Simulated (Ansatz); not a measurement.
# Starting-point dependence of the GW gap of K3SCl (antiperovskite) (Pm-3m)

One-shot GW is not self-consistent; how far does the start matter for K3SCl (antiperovskite) (Pm-3m)?

Program: Ansatz 0.2.0. Level of theory: G0W0 on several functionals, plane waves, PAW. Results are calculated unless marked as measured.

Report form: the programs' logs are mostly left out.

The structure was built from a prototype and need not be the compound's stable phase.

In doubt: masses and optical values from hybrid runs of this build are listed as unsure (step 4), which bears on the screening that GW takes from such a start.

### Step 1. The structure

Symmetry: Pm-3m, No. 221, cubic system. The conventional cell has a = 5.970 Å, b = 5.970 Å, c = 5.970 Å, α = 90.00°, β = 90.00°, γ = 90.00°. Nearest to Cl lie 12 K at 4.22 Å. S has 6 K at 2.98 Å nearest. Nearest to K lie 2 S at 2.98 Å. It derives from Cl1K3S1. Farther neighbours and most contacts between anions are not listed.

The structure was relaxed with PBE. The structure type comes from a generator and need not be one that this composition takes. The runs that relaxed it are not among those shown. The default PAW set here is soft_2. Its files were made with PBE.

### Step 2. G0W0 on PBE

Now the one-shot GW correction: screening in the RPA, then the self-energy of the levels asked for.

This step: G0W0 on PBE, plane waves, PAW.

File input.yaml:

```yaml
crystal:
  lattice:
    - [5.9699615649, 0.0, 0.0]
    - [0.0, 5.9699615649, 0.0]
    - [0.0, 0.0, 5.9699615649]
  atoms:
    - { symbol: Cl, position: [0.0, 0.0, 0.0] }
    - { symbol: S, position: [0.5, 0.5, 0.5] }
    - { symbol: K, position: [0.5, 0.5, 0.0] }
    - { symbol: K, position: [0.5, 0.0, 0.5] }
    - { symbol: K, position: [0.0, 0.5, 0.5] }
kpoints:
  mp_grid: { grid: [2, 2, 2] }
hamiltonian:
  xc: pbe
scf:
  occupations: { method: fixed }
gw:
  n_empty_bands: 635
  ecut_chi: 120.0
  qp_bands: [v2, c2]
  qp_kpoints: band_edges
  screening: { model: contour_deformation }
```

On the command line:

```
ansatz run input.yaml --threads 4 --pin off --max-ram 17510MiB --backend cpu --events-out ev --progress --plain --runs-dir out
```

The job ended after 51 s (4 threads of Arm Neoverse V2, shared host; peak memory 3.2 GiB; 3.3 min of CPU time).

Numbers from this step:

- bands summed: 655
- RPA ε∞ on this mesh (eigenvalues): 2.641, 2.641, 2.641
- plane waves in the screening matrix: 619
- q-points in the mesh: 8
- G0W0 gap on the mesh: 3.513 eV
- k of the valence top: 0, 0, 0
- k of the conduction bottom: 0, 0, 0
- starting gap on the mesh: 1.793 eV
- Z at the valence top: 0.7308
- Z at the conduction bottom: 0.8106
- least direct G0W0 gap on the computed points: 3.513 eV

The gap on the mesh goes from 1.79 eV to 3.51 eV, a correction of +1.72 eV. The program marks an edge row as in doubt. Between the two edge states, bare exchange in place of the xc potential would open the gap by 6.66 eV, and correlation takes back 4.94 eV.

### Step 3. G0W0 on r2SCAN

One-shot GW remembers its start. Another functional's orbitals and levels show by how much.

This step: G0W0 on r2SCAN, plane waves, PAW.

input.yaml, as its differences from that of step 2:

```diff
@@ -14,3 +14,3 @@
 hamiltonian:
-  xc: pbe
+  xc: r2scan
 scf:
```

Wall time 60 s (4 threads); peak memory 3.9 GiB.

Numbers from this step:

* bands summed: 655
* RPA ε∞ on this mesh (eigenvalues): 2.305, 2.305, 2.305
* plane waves in the screening matrix: 619
* q-points in the mesh: 8
* G0W0 gap on the mesh: 3.932 eV
* k of the valence top: 0, 0, 0
* k of the conduction bottom: 0, 0, 0
* starting gap on the mesh: 2.221 eV
* Z at the valence top: 0.7630
* Z at the conduction bottom: 0.8405
* least direct G0W0 gap on the computed points: 3.932 eV

Against the run with 2×2×2 mesh, 635 empty bands, screening to 120 eV on PBE, the gap moves by +0.42 eV, while the start moved by +0.43 eV.

### Step 4. G0W0 on HSE06

This step: G0W0 on HSE06, plane waves, PAW.

input.yaml, as its differences from that of step 3:

```diff
@@ -14,3 +14,3 @@
 hamiltonian:
-  xc: r2scan
+  xc: hse06
 scf:
```

The job ended after 3.9 min (4 threads; peak memory 2.3 GiB).

This step gave:

| Property | Result |
| --- | --- |
| bands summed | 655 |
| RPA ε∞ on this mesh (eigenvalues) | 2.145, 2.145, 2.145 |
| plane waves in the screening matrix | 619 |
| G0W0 gap on the mesh | 4.276 eV |
| k of the valence top | 0, 0, 0 |
| k of the conduction bottom | 0, 0, 0 |
| starting gap on the mesh | 2.747 eV |
| least direct G0W0 gap on the computed points | 4.276 eV |

Against the run with 2×2×2 mesh, 635 empty bands, screening to 120 eV on r2SCAN, the gap moves by +0.34 eV, while the start moved by +0.53 eV.

### Step 5. The starts together

All on the 2×2×2 mesh with 635 empty bands and screening to 120 eV. Times are wall times on 4 threads of Arm Neoverse V2, shared host, good to a factor of about two.

```csv
start,starting gap (eV),shift (eV),G0W0 gap (eV),RPA ε∞ (harmonic mean),"Z (valence, conduction)",time
PBE,1.79,+1.72,3.51,2.64,"0.73, 0.81",51 s
r2SCAN,2.22,+1.71,3.93,2.31,"0.76, 0.84",60 s
HSE06,2.75,+1.53,4.28,2.15,"0.79, 0.86",3.9 min
```

The parts of the quasiparticle energy at the two band edges (eV; QP = start + Σx + Σc − Vxc):

```csv
run,edge,start,Σx,Σc,Vxc,Z,QP
PBE,valence top,1.40,-17.58,2.18,-14.11,0.73,0.11
PBE,conduction bottom,3.19,-2.76,-2.76,-5.96,0.81,3.62
r2SCAN,valence top,1.19,-17.59,1.91,-14.37,0.76,-0.11
r2SCAN,conduction bottom,3.41,-2.62,-2.57,-5.60,0.84,3.82
HSE06,valence top,0.71,-17.59,1.66,-14.84,0.79,-0.37
HSE06,conduction bottom,3.46,-2.61,-2.49,-5.55,0.86,3.91
```

For a hybrid start, Vxc holds its share of exact exchange.

### Step 6. Outcome

| Quantity | Value |
| --- | --- |
| G0W0@PBE | 3.51 eV (start 1.79 eV) |
| G0W0@r2SCAN | 3.93 eV (start 2.22 eV) |
| G0W0@HSE06 | 4.28 eV (start 2.75 eV) |
| known limits | not at the basis limit; coarse k mesh |

The starting gaps span 0.95 eV and the G0W0 gaps 0.76 eV. Between PBE and HSE06, 0.76 eV of the 0.95 eV survives, 80 %. HSE06 screens less than PBE (ε∞ 2.15 against 2.64). Of the 0.76 eV by which its G0W0 gap is higher, the correlation part gives +0.79 eV, and exchange with the one-particle terms, which follow the orbitals, −0.02 eV. The smallest correction, +1.53 eV, is on HSE06, the start nearest to reproducing itself. Bands and cutoff are finite, so the gap is not at the basis limit. The miss can reach some tenths of an eV and take either sign; the mesh is an error of its own. The 2×2×2 mesh is coarse for this cell (its supercell is 12 Å along the shortest edge). The RPA ε∞ on it, from the PBE start, is 2.64; such meshes misread the long-range screening, most where the gap is narrow. The program marks a band-edge row as in doubt, so the gap is less sure than its digits.

[Paths, hosts, dates, memory and timing lines, banners, echoed tables and standing remarks are left out of the program output.]

[Logs are printed without paths, hosts, clocks, repeated set-up lines and the standing remarks that a program may print on its own settings, such as how far it seeks lower states.]

[Runs of the session that timed out or met a known fault of the program may be left out.]

[Cells called generated may have been cut or substituted from an entry of the Crystallography Open Database or the Materials Project.]

[Hosts, paths, dates, database ids (printed as entryN), source tags and the programs' standing remarks are cut or masked in the printed files.]
